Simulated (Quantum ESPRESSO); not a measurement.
# HfO2 (Fm-3m): the LO frequency by hand

Aim: work out the LO frequency and the static dielectric constant of HfO2 (Fm-3m) from one linear-response run, then check them.

Method: DFT LDA, scalar-relativistic, plane waves, PseudoDojo norm-conserving pseudopotentials, in Quantum ESPRESSO 7.5.

### 1. The relaxed structure

Symmetry: Fm-3m, No. 225, cubic system. Conventional cell: a = 4.962 Å, b = 4.962 Å, c = 4.962 Å, α = 90.00°, β = 90.00°, γ = 90.00°. Nearest to Hf lie 8 O at 2.15 Å. O has 4 Hf at 2.15 Å nearest. Farther neighbours and most contacts between anions are not listed.

This is the cell after its relaxation at this level of theory, not the database cell from which that began.

### 2. What the response run gave

A linear-response run on the relaxed cell, with the response to an electric field; only its zone-centre results are used. Cutoff 92 Ry, k mesh 8×8×8.

The program printed:

```text
[banners, grids, parts of the stress and lines that vanish by symmetry left out]
Program PHONON v.7.5
     Reading xml data from directory:

[...]
Exchange-correlation= PW
                           (   1   4   0   0   0   0   0)
[...]
kinetic-energy cut-off    =      92.0000  Ry
     charge density cut-off    =     368.0000  Ry
     convergence threshold     =      1.0E-18
[...]
Exchange-correlation= PW
                           (   1   4   0   0   0   0   0)
[...]
q = (   0.0000000   0.0000000   0.0000000 )
     49 Sym.Ops. (with q -> -q+G )
     G cutoff =  819.5009  (  24597 G-vectors)     FFT grid: ( 45, 45, 45)
     number of k points=    29
[...]
Mode symmetry, O_h (m-3m)  point group:
[...]
Dielectric constant
[...]
End of electric fields calculation
          Dielectric constant in cartesian axis
          (       5.228120842      -0.000000000      -0.000000000 )
          (      -0.000000000       5.228120842       0.000000000 )
          (      -0.000000000       0.000000000       5.228120842 )
          Effective charges (d Force / dE) in cartesian axis without acoustic sum rule applied (asr)
           atom    1  Hf    Mean Z*:        5.54601
      Ex  (        5.54601       -0.00000        0.00000 )
      Ey  (       -0.00000        5.54601       -0.00000 )
      Ez  (        0.00000       -0.00000        5.54601 )
           atom    2  O     Mean Z*:       -2.77274
      Ex  (       -2.77274        0.00000       -0.00000 )
      Ey  (        0.00000       -2.77274        0.00000 )
      Ez  (       -0.00000        0.00000       -2.77274 )
           atom    3  O     Mean Z*:       -2.77274
      Ex  (       -2.77274       -0.00000       -0.00000 )
      Ey  (       -0.00000       -2.77274        0.00000 )
      Ez  (       -0.00000        0.00000       -2.77274 )
          Effective charges Sum: Mean:        0.00053
[...]
Effective charges (d Force / dE) in cartesian axis with asr applied:
           atom    1  Hf    Mean Z*:        5.54583
[...]
atom    2  O     Mean Z*:       -2.77292
[...]
atom    3  O     Mean Z*:       -2.77292
[...]
Representation #   1 modes #   1   2   3
[...]
End of self-consistent calculation
     Convergence has been achieved
     Representation #   2 modes #   4   5   6
[...]
End of self-consistent calculation
     Convergence has been achieved
     Representation #   3 modes #   7   8   9
[...]
End of self-consistent calculation
     Convergence has been achieved
[...]
Dielectric constant in cartesian axis
          (       5.228120842      -0.000000000      -0.000000000 )
          (      -0.000000000       5.228120842       0.000000000 )
          (      -0.000000000       0.000000000       5.228120842 )
          Effective charges (d Force / dE) in cartesian axis without acoustic sum rule applied (asr)
           atom    1  Hf    Mean Z*:        5.54601
      Ex  (        5.54601       -0.00000        0.00000 )
      Ey  (       -0.00000        5.54601       -0.00000 )
      Ez  (        0.00000       -0.00000        5.54601 )
           atom    2  O     Mean Z*:       -2.77274
      Ex  (       -2.77274        0.00000       -0.00000 )
      Ey  (        0.00000       -2.77274        0.00000 )
      Ez  (       -0.00000        0.00000       -2.77274 )
           atom    3  O     Mean Z*:       -2.77274
      Ex  (       -2.77274       -0.00000       -0.00000 )
      Ey  (       -0.00000       -2.77274        0.00000 )
      Ez  (       -0.00000        0.00000       -2.77274 )
          Effective charges Sum: Mean:        0.00053
[...]
Effective charges (d Force / dE) in cartesian axis with asr applied:
           atom    1  Hf    Mean Z*:        5.54583
[...]
atom    2  O     Mean Z*:       -2.77292
[...]
atom    3  O     Mean Z*:       -2.77292
[...]
q = (    0.000000000   0.000000000   0.000000000 )
[...]
freq (    1) =       0.018775 [THz] =       0.626261 [cm-1]
     freq (    2) =       0.018775 [THz] =       0.626261 [cm-1]
     freq (    3) =       0.018775 [THz] =       0.626261 [cm-1]
     freq (    4) =       7.757791 [THz] =     258.772062 [cm-1]
     freq (    5) =       7.757791 [THz] =     258.772062 [cm-1]
     freq (    6) =       7.757791 [THz] =     258.772062 [cm-1]
     freq (    7) =      18.333952 [THz] =     611.554811 [cm-1]
     freq (    8) =      18.333952 [THz] =     611.554811 [cm-1]
     freq (    9) =      18.333952 [THz] =     611.554811 [cm-1]
[...]
Mode symmetry, O_h (m-3m)  point group:
     freq (   1-   3) =          0.6  [cm-1]   --> T_1u G_15  G_4- I
     freq (   4-   6) =        258.8  [cm-1]   --> T_1u G_15  G_4- I
     freq (   7-   9) =        611.6  [cm-1]   --> T_2g G_25' G_5+ R

   JOB DONE.
```

| quantity | value |
| --- | --- |
| cell volume Ω (Å³) | 30.538 |
| mass of Hf (u) | 178.490 |
| mass of O (u) | 15.999 |
| Born charge of Hf, raw (e) | 5.546 |
| Born charge of O, raw (e) | -2.773 |
| ε∞ | 5.228 |
| ω(TO) after the sum rule (cm⁻¹) | 258.8 |

### 3. The calculation

The charges must sum to zero over the cell; taking off their mean, 0.000 e, leaves Z* = 5.546 e on Hf. In the polar mode Hf moves against the two O, so the reduced mass is μ = 178.49 × 32.00 / 210.49 = 27.134 u.

A longitudinal wave builds up a field that adds to the restoring force: ω(LO)² = ω(TO)² + 4π Z*² / (μ Ω ε∞), in Hartree atomic units. With μ = 49462 electron masses and Ω = 206.08 bohr³ the second term is 7.2526e-06 Ha², or 349351 cm⁻² (1 Ha = 219474.6 cm⁻¹).

So ω(LO) = √(66962 + 349351) = 645.2 cm⁻¹, and by the Lyddane-Sachs-Teller relation ε₀ = ε∞ (ω(LO)/ω(TO))² = 32.50.

### 4. Check against the program

The analysis program adds the same non-analytic term to the full matrix, here for q along (1 0 0).

The program printed:

```text
[banners, grids, parts of the stress and lines that vanish by symmetry left out]
[banner, memory and clock lines left out]
Program DYNMAT v.7.5

     Reading Dynamical Matrix from file g.dyn
     ...Force constants read
     ...epsilon and Z* read

     Polarizability (A^3 units)
     multiply by 0.415046 for Clausius-Mossotti correction
        10.274790   -0.000000   -0.000000
        -0.000000   10.274790    0.000000
        -0.000000    0.000000   10.274790

     IR activities are in (D/A)^2/amu units

# mode   [cm-1]    [THz]      IR
    1     -0.00   -0.0000    0.0000
    2      0.00    0.0000    0.0000
[...]
8    611.55   18.3339    0.0000
    9    645.23   19.3434   26.1513

[end of the log left out, with the tail of the file of modes that dynmat.x writes under the same name]
```

ε₀ comes from the program's run without a direction of q.

| quantity | by hand | program |
| --- | --- | --- |
| ω(LO) (cm⁻¹) | 645.2 | 645.2 |
| ε₀ | 32.50 | 32.50 |

### 5. What came out

| Item | Value |
| --- | --- |
| TO mode | 258.8 cm⁻¹ |
| LO mode | 645.2 cm⁻¹ |
| static dielectric constant | 32.50 |

**Reading.** The LO mode of HfO2 (Fm-3m) lies at 645 cm⁻¹, 386 cm⁻¹ above the TO mode; the formula meets the program within 0.1 cm⁻¹, as it must for a cubic crystal with one polar mode. ω(LO)² − ω(TO)² goes with Z*²/ε∞: an error of 5 % in ε∞ would move the LO mode by 13.0 cm⁻¹, and semilocal functionals tend to overestimate ε∞. These are harmonic values at zero temperature, at the volume of this functional, for the structure held cubic; stability elsewhere in the zone is no part of this calculation.

[Host names and launcher messages were left out of these logs when they were recorded.]

[Logs are printed without paths, hosts, clocks, repeated set-up lines and the standing remarks that a program may print on its own settings, such as how far it seeks lower states.]

[Hosts, paths, dates, database ids (printed as entryN), source tags and the programs' standing remarks are cut or masked in the printed files.]
